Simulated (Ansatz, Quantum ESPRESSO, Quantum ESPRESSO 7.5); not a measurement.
## Thickness dependence of 1T-SnO2

Aim: screening, gap and ionisation potential of 1T-SnO2 against the number of layers.

Calculated with Quantum ESPRESSO 7.5; plane-wave DFT, LDA, GBRV ultrasoft pseudopotentials (geometry by Ansatz 0.2.0 with PAW datasets; geometry under PBE and PBE-D3(BJ)).

## (1) The structure

The cell holds 3 atoms: 2 O and 1 Sn. Its edges and angles: a = 3.220 Å, b = 3.220 Å, c = 18.789 Å, α = 90.0°, β = 90.0°, γ = 120.0°. It derives from SnO2. Vacuum lies along c.

This sheet is a model structure: its symmetry is held, and its stability is not tested here.

## (2) Geometry from Ansatz, 1 layer

A relaxation in Ansatz fixes the structure of this slab for the runs on it.

Contents of input.yaml:

```yaml
crystal:
  lattice:
    - [3.22, 0.0, 0.0]
    - [-1.61, 2.7886018002, 0.0]
    - [0.0, 0.0, 18.788854382]
  atoms:
    - { symbol: O, position: [0.6666666667, 0.3333333333, 0.4523958634] }
    - { symbol: Sn, position: [0.0, 0.0, 0.5] }
    - { symbol: O, position: [0.3333333333, 0.6666666667, 0.5476041366] }
kpoints:
  mp_grid: { grid: [12, 12, 1] }
hamiltonian:
  xc: pbe
scf:
  occupations: { method: fermi_dirac, width: 0.05 }
  convergence: { dr2_threshold: 1.0e-08 }
efield:
  axis: 3
  dipole_correction: true
  ramp_position: 0.97
  ramp_width: 0.04
relax:
  f_tol: 0.01
  cell: { fix: [c, alpha, beta] }
output:
  write_potential: true
  write_density: true
  volumetric_format: npy
```

Command:

```
> ansatz run input.yaml --threads 4 --pin off --max-ram 8192MiB --backend cpu --events-out ev --progress --plain --runs-dir out
```

Numbers of over 12 decimals in the logs are rounded to 6 here.

The log of the run:

```text
Warning: relax.cell: scf.convergence.dr2_threshold = 1e-8 eV is looser than the 3e-10 eV advised for a relaxation that steers and ends on the stress (1e-10 eV for each atom of the cell: 3). What an SCF threshold leaves in a stress goes as its square root, and in the free energy as the threshold itself, and one threshold admits the most on a small cell: [figures from the program's tests cut] Set scf.convergence.dr2_threshold to 3e-10 eV or tighter. The threshold is an SCF's pass mark: one that does not reach it within its budget of iterations ends unconverged, or closes short of it on a stop that the run arms, and scf.convergence.dr2_threshold's page says what that costs each kind of run
Engine: ansatz 0.2.0, aarch64-unknown-linux-gnu
Pseudopotentials: kind: paw
Pseudopotential: O, paw, valence charge 6, recommended cutoff 420 eV (normal), O.paw.azcp
Pseudopotential: Sn, paw, valence charge 14, recommended cutoff 420 eV (normal), Sn.paw.azcp
Functional definition: PBE
  parameter kappa = 0.804
  parameter beta = 0.066725
  exchange = pbe_x(kappa = kappa, mu = beta*pi^2/3)
  correlation = pbe_c(beta = beta)
Crystal: 3 atoms, lattice volume = 168.711 Å³
Basis set: ecut = 420 eV, 3351 PW (Γ), exchange–correlation on 48×48×256 points (8 copies of the dense FFT grid, shifted against one another)
Bands: 17, of which v1, the nominal top of the filled ones, is band 13 counted from 1 (12 counted from 0)
Symmetry: 6 space group operations
k-points: 19 of 144 (time reversal used)
Non-local potential: O, projectors of the file, l = 0: 2, l = 1: 2, l = 2: 1
Non-local potential: Sn, projectors of the file, l = 0: 2, l = 1: 2, l = 2: 2, l = 3: 2
PAW form: soft (Blöchl's): semilocal exchange-correlation on the pseudo side does not see the compensation charge
PAW one-centre angular grid: O, 110 points (default); XC on 64 Gauss nodes
PAW one-centre angular grid: Sn, 590 points (default); XC on 64 Gauss nodes
Initial density: superposition of atomic densities (neutral atoms: chi_scale 0, normalization atom), corrected by the library's trained network
Initial wavefunctions: pseudopotential atomic-orbital guess
Functional: x = pbe(κ = 0.804, μ = 0.219515), c = pbe(β = 0.066725)
SCF iter   1: F=—  HF=-7158.317094 eV  |F-HF|=—  |Δ(HF+E_count)|=         —  Δρ=1.43e-3  dr2=2.54e-3  ethr=1.77e-3  p=-0.000 e·Å  D=-1.71e-5 V/Å  ΔV_dip=0.00 eV  dr2_dipole=5.08e-9  V_vac-E_F(+/−)=6.28/6.28 eV  ⟨swp⟩=8.6  Hψ=2120  notcnv=0
efield: sawtooth ramp at fractional position 0.9700 (set: `efield.ramp_position`, or a place that a band, a saddle search or an elastic batch's reference lends), width 0.0400; the density the first Hamiltonian is built on has a dipole p = -0.000 e·Å; the dipole correction subtracts the counter field D = -1.71e-5 V/Å, which shifts the + side's vacuum level by +0.00 eV against the − side's; the planar-averaged density in the ramp window peaks in size at 3.8e-6 e/Å³
preconditioner: auto → none  [insulator: Δε(μ)=2.773 eV  Ē_g=19.333 eV  σ=0.050 eV  W_gap=1.00  n_scr=10 (ndim 8)  ℏωp=14.6 eV  f_vac=0.751  D(μ)=0.00/eV (n_scr^D=0)  ε∞_Penn≈1.6]
SCF iter   2: F=—  HF=-7158.317088 eV  |F-HF|=—  |Δ(HF+E_count)|=   5.86e-6  Δρ=7.74e-4  dr2=3.75e-4  ethr=9.75e-6  p=0.000 e·Å  D=3.50e-5 V/Å  ΔV_dip=-0.00 eV  dr2_dipole=1.09e-8  V_vac-E_F(+/−)=6.38/6.38 eV  ⟨swp⟩=3.0  Hψ=942  notcnv=0
SCF iter   3: F=—  HF=-7158.317203 eV  |F-HF|=—  |Δ(HF+E_count)|=   1.15e-4  Δρ=3.34e-4  dr2=1.08e-4  ethr=1.44e-6  p=-0.000 e·Å  D=-4.25e-5 V/Å  ΔV_dip=0.00 eV  dr2_dipole=2.45e-8  V_vac-E_F(+/−)=6.38/6.38 eV  ⟨swp⟩=2.1  Hψ=512  notcnv=0
SCF iter   4: F=—  HF=-7158.317248 eV  |F-HF|=—  |Δ(HF+E_count)|=   4.52e-5  Δρ=1.02e-4  dr2=5.74e-6  ethr=4.17e-7  p=0.000 e·Å  D=5.94e-5 V/Å  ΔV_dip=-0.00 eV  dr2_dipole=3.76e-8  V_vac-E_F(+/−)=6.39/6.39 eV  ⟨swp⟩=2.4  Hψ=500  notcnv=0
SCF iter   5: F=—  HF=-7158.317234 eV  |F-HF|=—  |Δ(HF+E_count)|=   1.48e-5  Δρ=3.45e-5  dr2=2.73e-6  ethr=2.21e-8  p=-0.000 e·Å  D=-1.24e-4 V/Å  ΔV_dip=0.00 eV  dr2_dipole=2.11e-7  V_vac-E_F(+/−)=6.39/6.39 eV  ⟨swp⟩=3.6  Hψ=748  notcnv=0
SCF iter   6: F=—  HF=-7158.317233 eV  |F-HF|=—  |Δ(HF+E_count)|=   1.98e-7  Δρ=1.24e-5  dr2=1.80e-7  ethr=1.05e-8  p=0.000 e·Å  D=3.15e-5 V/Å  ΔV_dip=-0.00 eV  dr2_dipole=6.77e-9  V_vac-E_F(+/−)=6.39/6.39 eV  ⟨swp⟩=2.2  Hψ=411  notcnv=0
SCF iter   7: F=—  HF=-7158.317234 eV  |F-HF|=—  |Δ(HF+E_count)|=   4.69e-7  Δρ=3.35e-6  dr2=1.03e-8  ethr=6.92e-10  p=0.000 e·Å  D=9.91e-6 V/Å  ΔV_dip=-0.00 eV  dr2_dipole=1.84e-10  V_vac-E_F(+/−)=6.39/6.39 eV  ⟨swp⟩=2.2  Hψ=463  notcnv=0
SCF iter   8: F=-7158.317234 eV  HF=-7158.317234 eV  |F-HF|=1.17e-9  |Δ(HF+E_count)|=   4.66e-8  Δρ=5.04e-7  dr2=2.28e-10  ethr=3.85e-11  p=0.000 e·Å  D=4.63e-6 V/Å  ΔV_dip=-0.00 eV  dr2_dipole=8.32e-12  V_vac-E_F(+/−)=6.39/6.39 eV  ⟨swp⟩=10.4  Hψ=2330  notcnv=0
SCF 1 converged in 8 iterations: F = -7158.317234 eV  dr2 = 2.28e-10
  greatest PAW one-centre occupation: 0.996 electrons in one spin orbital (limit 2), on the Sn atom at site 1 (counted from 0), in its partial waves of l = 2
relax step   1: F+E_penalty+E_count = -7158.31723397 eV  Δ(F+E_penalty+E_count) = +0.000e0 eV  max|allowed force component| = 1.725e0 eV/Å  Δτ_max = 0.0000 Å  P = +2.961 GPa  Ω = 168.711 Å³  fix = [c, alpha, beta]  reactions: c +2.921 GPa  (8 SCF iters, accepted)
Crystal: 3 atoms, lattice volume = 166.439 Å³
Basis set: ecut = 420 eV, 3279 PW (Γ), exchange–correlation on 48×48×256 points (8 copies of the dense FFT grid, shifted against one another)
Initial density: handed on by an earlier stage of this run
Initial wavefunctions: those handed on with the density
iter 1 solved again at ethr=7.97e-4 eV; its pass at ethr=3.10e-3 eV (dr2=2.07e-1 eV) is discarded
SCF iter   1: F=—  HF=-7158.590920 eV  |F-HF|=—  |Δ(HF+E_count)|=         —  Δρ=1.19e-2  dr2=2.05e-1  ethr=7.97e-4  p=-0.000 e·Å  D=-2.75e-6 V/Å  ΔV_dip=0.00 eV  dr2_dipole=4.95e-11  V_vac-E_F(+/−)=6.34/6.34 eV  ⟨swp⟩=1.2  Hψ=2513  notcnv=0
efield: sawtooth ramp at fractional position 0.9700 (set: `efield.ramp_position`, or a place that a band, a saddle search or an elastic batch's reference lends), width 0.0400; the density the first Hamiltonian is built on has a dipole p = -0.000 e·Å; the dipole correction subtracts the counter field D = -2.75e-6 V/Å, which shifts the + side's vacuum level by +0.00 eV against the − side's; the planar-averaged density in the ramp window peaks in size at 1.0e-6 e/Å³
[...]
SCF 3 converged in 8 iterations: F = -7158.520240 eV  dr2 = 2.61e-10
relax step   3: F+E_penalty+E_count = -7158.52023984 eV  Δ(F+E_penalty+E_count) = -4.166e-3 eV  max|allowed force component| = 2.571e-2 eV/Å  Δτ_max = 0.0177 Å  P = +0.017 GPa  Ω = 169.594 Å³  energy of the carried Pulay correction = -1.060e-3 eV  fix = [c, alpha, beta]  reactions: c +0.041 GPa  (8 SCF iters, accepted)
[...]
relax step   4: F+E_penalty+E_count = -7158.52043481 eV  Δ(F+E_penalty+E_count) = -1.950e-4 eV  max|allowed force component| = 2.378e-3 eV/Å  Δτ_max = 0.0022 Å  P = +0.001 GPa  Ω = 169.481 Å³  energy of the carried Pulay correction = -9.251e-4 eV  fix = [c, alpha, beta]  reactions: c -0.003 GPa  (6 SCF iters, accepted)
Initial wavefunctions: pseudopotential atomic-orbital guess (no wavefunctions were taken with the density)
iter 1 solved again at ethr=1.18e-7 eV; its pass at ethr=3.10e-3 eV (dr2=3.08e-5 eV) is discarded
SCF iter   1: F=—  HF=-7158.521269 eV  |F-HF|=—  |Δ(HF+E_count)|=         —  Δρ=2.72e-5  dr2=1.08e-7  ethr=1.18e-7  p=-0.000 e·Å  D=-1.53e-6 V/Å  ΔV_dip=0.00 eV  dr2_dipole=2.86e-12  V_vac-E_F(+/−)=6.92/6.92 eV  ⟨swp⟩=4.2  Hψ=3281  notcnv=0
efield: sawtooth ramp at fractional position 0.9700 (set: `efield.ramp_position`, or a place that a band, a saddle search or an elastic batch's reference lends), width 0.0400; the density the first Hamiltonian is built on has a dipole p = -0.000 e·Å; the dipole correction subtracts the counter field D = -1.53e-6 V/Å, which shifts the + side's vacuum level by +0.00 eV against the − side's; the planar-averaged density in the ramp window peaks in size at 2.8e-6 e/Å³
preconditioner: auto → none  [insulator: Δε(μ)=2.615 eV  Ē_g=19.170 eV  σ=0.050 eV  W_gap=1.00  n_scr=10 (ndim 8)  ℏωp=14.5 eV  f_vac=0.741  D(μ)=0.00/eV (n_scr^D=0)  ε∞_Penn≈1.6]
SCF iter   2: F=—  HF=-7158.521328 eV  |F-HF|=—  |Δ(HF+E_count)|=   5.87e-5  Δρ=1.31e-5  dr2=3.33e-8  ethr=4.14e-10  p=-0.000 e·Å  D=-2.76e-6 V/Å  ΔV_dip=0.00 eV  dr2_dipole=1.29e-11  V_vac-E_F(+/−)=6.92/6.92 eV  ⟨swp⟩=3.4  Hψ=731  notcnv=0
SCF iter   3: F=—  HF=-7158.521369 eV  |F-HF|=—  |Δ(HF+E_count)|=   4.13e-5  Δρ=5.36e-6  dr2=1.49e-8  ethr=1.28e-10  p=0.000 e·Å  D=9.39e-7 V/Å  ΔV_dip=-0.00 eV  dr2_dipole=1.51e-10  V_vac-E_F(+/−)=6.92/6.92 eV  ⟨swp⟩=3.2  Hψ=567  notcnv=0
iter 4 met the thresholds in force, and the SCF goes on: an eigenvalue changes by 3.57 meV, over its tolerance of 3.16 meV (output.eigenvalues, Limitations)
SCF iter   4: F=-7158.521381 eV  HF=-7158.521380 eV  |F-HF|=6.28e-7  |Δ(HF+E_count)|=   1.13e-5  Δρ=1.41e-6  dr2=4.39e-9  ethr=3.85e-11  p=-0.000 e·Å  D=-6.81e-6 V/Å  ΔV_dip=0.00 eV  dr2_dipole=4.06e-10  V_vac-E_F(+/−)=6.92/6.92 eV  ⟨swp⟩=16.9  Hψ=2900  notcnv=0
iter 5 met the thresholds in force, and the SCF goes on: an eigenvalue changes by 4.65 meV, over its tolerance of 3.16 meV (output.eigenvalues, Limitations)
SCF iter   5: F=-7158.521381 eV  HF=-7158.521381 eV  |F-HF|=3.64e-7  |Δ(HF+E_count)|=   2.68e-7  Δρ=6.21e-7  dr2=4.20e-10  ethr=1.69e-11  p=-0.000 e·Å  D=-7.40e-7 V/Å  ΔV_dip=0.00 eV  dr2_dipole=2.80e-11  V_vac-E_F(+/−)=6.92/6.92 eV  ⟨swp⟩=8.6  Hψ=2341  notcnv=0
Mixer restart at iter 5: flushing history
SCF iter   6: F=-7158.521381 eV  HF=-7158.521381 eV  |F-HF|=8.28e-9  |Δ(HF+E_count)|=   3.66e-7  Δρ=1.71e-6  dr2=7.87e-9  ethr=1.61e-12  p=-0.000 e·Å  D=-8.48e-6 V/Å  ΔV_dip=0.00 eV  dr2_dipole=7.42e-10  V_vac-E_F(+/−)=6.92/6.92 eV  ⟨swp⟩=9.2  Hψ=2470  notcnv=0
SCF 5 converged in 6 iterations: F = -7158.521381 eV  dr2 = 7.87e-9
relax step   5: F+E_penalty+E_count = -7158.52138112 eV  Δ(F+E_penalty+E_count) = -9.463e-4 eV  max|allowed force component| = 2.421e-3 eV/Å  Δτ_max = 0.0000 Å  P = +0.008 GPa  Ω = 169.481 Å³  fix = [c, alpha, beta]  reactions: c +0.005 GPa  stress off target by 8.89e-3 GPa on what of the cell is left free  SCF on the basis re-selected at this cell (its energy is not comparable with the rows above)  (6 SCF iters)
basis re-selected at this cell: Δ(F+E_penalty+E_count) = -9.463e-4 eV, ΔP = +0.006 GPa vs the last step (what re-selecting the basis moved, of the pressure what is left beyond the Pulay correction that the steps carried, after the strain that the cell walked since its last selection, with what the two solves' SCF thresholds leave and, on support functions, any second-order correction that the steps lacked; it is no m [...]
WARN: The output density's exchange-correlation potential varies sharply where the density is thin. Do not read a vacuum level from v_tot or v_xc, or from such a field of the output density. On a cell that repeats whose density bears no net charge and no dipole along the vacuum's axis use v_es (v_loc + v_h of the components); under efield.dipole_correction with no amplitude use v_es + v_field, which holds any externa [...]
SCF converged after 6 iterations
an eigenvalue changed by more than its tolerance at an iteration that met the thresholds in force, so the SCF went on 2 times, its first undamped step at iteration 5: the last check found none over its tolerance
Free energy (F): -7158.521381 eV
Harris-Foulkes:  -7158.521381 eV  (|F-HF|=8.28e-9)
Internal energy: -7158.521381 eV  (E = F + TS)
E sigma→0 (E₀):  -7158.521381 eV
Fermi energy:    -3.259423 eV
Dipole field:    D = 0.000031 V/Å  (p = 0.000029 e·Å, saw-weighted, corrected)
Work function:   Φ+ = 6.9208 eV   Φ− = 6.9215 eV
Levels:          The Fermi level and band energies are counted from a zero that moves with the ramp; work functions are not
--- Per-component energies (eV) ---
  E_band       = -408.693891
  E_kinetic    = 537.635764
  E_local      = -16521.937342  (includes V_loc(G=0)·N_el)
  E_nonlocal   = 66.361714
  E_hartree    = 8116.239447
  E_xc         = -526.977129
  E_vxc        = -281.119605  (∫ρ·V_xc dr)
  E_paw        = -4462.364689  (= ΣΔE_a)
  E_vpaw       = -442.117855  (= ΣTr[D̂ρ^β])
  E_aug_tail   = 0.004824  (compensation charges beyond the density's cutoff)
  E_efield     = 0.000000  (sawtooth field / dipole correction)
  E_vefield    = -0.000153  (∫n·V_field dr)
  E_ewald      = 5632.516030
  E_smearing   = -0.000000  (= −TS)
  E_closure    = -0.000000  (closes the sum)
  Σ components = -7158.521381   (vs F -7158.521381, Δ=0.00e0)
--- Forces (eV/Å), atoms counted from 1 ---
  atom   1  O      0.00000000    -0.00000000    -0.00241645
  atom   2  Sn     0.00000000     0.00000000     0.00006765
  atom   3  O      0.00000000     0.00000000     0.00236313
  max |Σ_I F_I| component: 1.43e-5 eV/Å
--- Stress (GPa, compression-positive) ---
        0.008892       0.000000       0.000000
        0.000000       0.008892      -0.000000
        0.000000      -0.000000       0.005431
  P = ⅓ Tr σ = 0.0077 GPa (0.077 kbar)
--- Band table (eV; the first three rows and the last of 19) ---
  k-point 0: bands = [... 9 lower, -5.8131, -5.3776, -5.3776, -5.2148, -2.0422, 1.0981, 3.3862, 3.5007]
  k-point 1: bands = [... 9 lower, -6.0054, -5.5994, -5.2843, -5.0116, -1.6959, 1.3459, 3.4944, 3.6396]
  k-point 2: bands = [... 9 lower, -6.3844, -5.8053, -5.1680, -4.8831, -0.9135, 1.9250, 3.7824, 4.0571]
  k-point 18: bands = [... 9 lower, -8.1422, -7.1790, -4.8005, -4.8004, 1.5794, 5.1545, 5.6485, 5.6485]
--- Relaxed structure (4 steps of the walk, 4 accepted, 1 SCFs on fresh bases) ---
  F+E_penalty+E_count = -7158.52138112 eV   max|allowed force component| = 2.421e-3 eV/Å   (the final SCF, on the basis selected at the relaxed cell)
  cell:  # Å, volume = 169.4811 Å³
    - [3.227343, 0, 0]
    - [-1.613671, 2.794961, 0]
    - [0, 0, 18.788854382]
  atoms:
    - { symbol: O, position: [0.666667, 0.333333, 0.446160] }
    - { symbol: Sn, position: [0, 0, 0.500000] }
    - { symbol: O, position: [0.333333, 0.666667, 0.553839] }
```

The job ended after 5.8 s (4 threads of Arm Neoverse V2, shared host; peak memory 0.43 GiB).

Step by step:

```tsv
step	energy less that of the first step (eV)	largest force component (eV/Å)	pressure (GPa)	volume (Å³)
1	0.0000	1.7251	2.96	168.71
2	-0.1988	0.0294	0.52	166.44
3	-0.2030	0.0257	0.02	169.59
4	-0.2032	0.0024	0.00	169.48
5*	-0.2041	0.0024	0.01	169.48
```

Relaxation steps marked * repeat the geometry before them on a plane-wave basis chosen anew for their cell, so energy and pressure can jump there.

Forces are held to the 6 operations that the run works with; a distortion that breaks them can't arise in this run.

```tsv
cell as run	before	after	change
a (Å)	3.220	3.227	+0.2 %
b (Å)	3.220	3.227	+0.2 %
```

The atoms that moved most (Å, along periodic axes as changes of fractional coordinates times the final cell, across vacuum about the mean position):

```tsv
atom	dx	dy	dz	length
O1	0.000	0.000	-0.117	0.117
O3	0.000	0.000	0.117	0.117
```

The relaxed structure:

```cif
data_structure
_symmetry_space_group_name_H-M 'P 1'
_symmetry_Int_Tables_number 1
_cell_length_a 3.2273
_cell_length_b 3.2273
_cell_length_c 18.7889
_cell_angle_alpha 90.000
_cell_angle_beta 90.000
_cell_angle_gamma 120.000
_cell_volume 169.48
loop_
_atom_site_label
_atom_site_type_symbol
_atom_site_fract_x
_atom_site_fract_y
_atom_site_fract_z
_atom_site_occupancy
O1 O 0.66667 0.33333 0.44616 1
Sn2 Sn 0.00000 0.00000 0.50000 1
O3 O 0.33333 0.66667 0.55384 1
```

This step gave:

| Property | Result |
| --- | --- |
| free energy | -7158.5214 eV |
| Fermi energy | -3.259 eV |
| gap by band count | 2.615 eV |
| symmetry operations | 6 |
| dipole along the normal | 2.93e-5 e·Å |
| vacuum level at the upper face over a Fermi level inside the gap | 6.921 eV |
| vacuum level at the lower face over a Fermi level inside the gap | 6.921 eV |

[end of part 1 of 7]

[Logs are printed without paths, hosts, clocks, repeated set-up lines and the standing remarks that a program may print on its own settings, such as how far it seeks lower states.]

[Hosts, paths, dates, database ids (printed as entryN), source tags and the programs' standing remarks are cut or masked in the printed files.]

[Maps of the electrostatic potential energy from Ansatz leave out the sawtooth potential of an applied field or a dipole correction, so their vacuum need not be flat; planar profiles and work functions include it.]
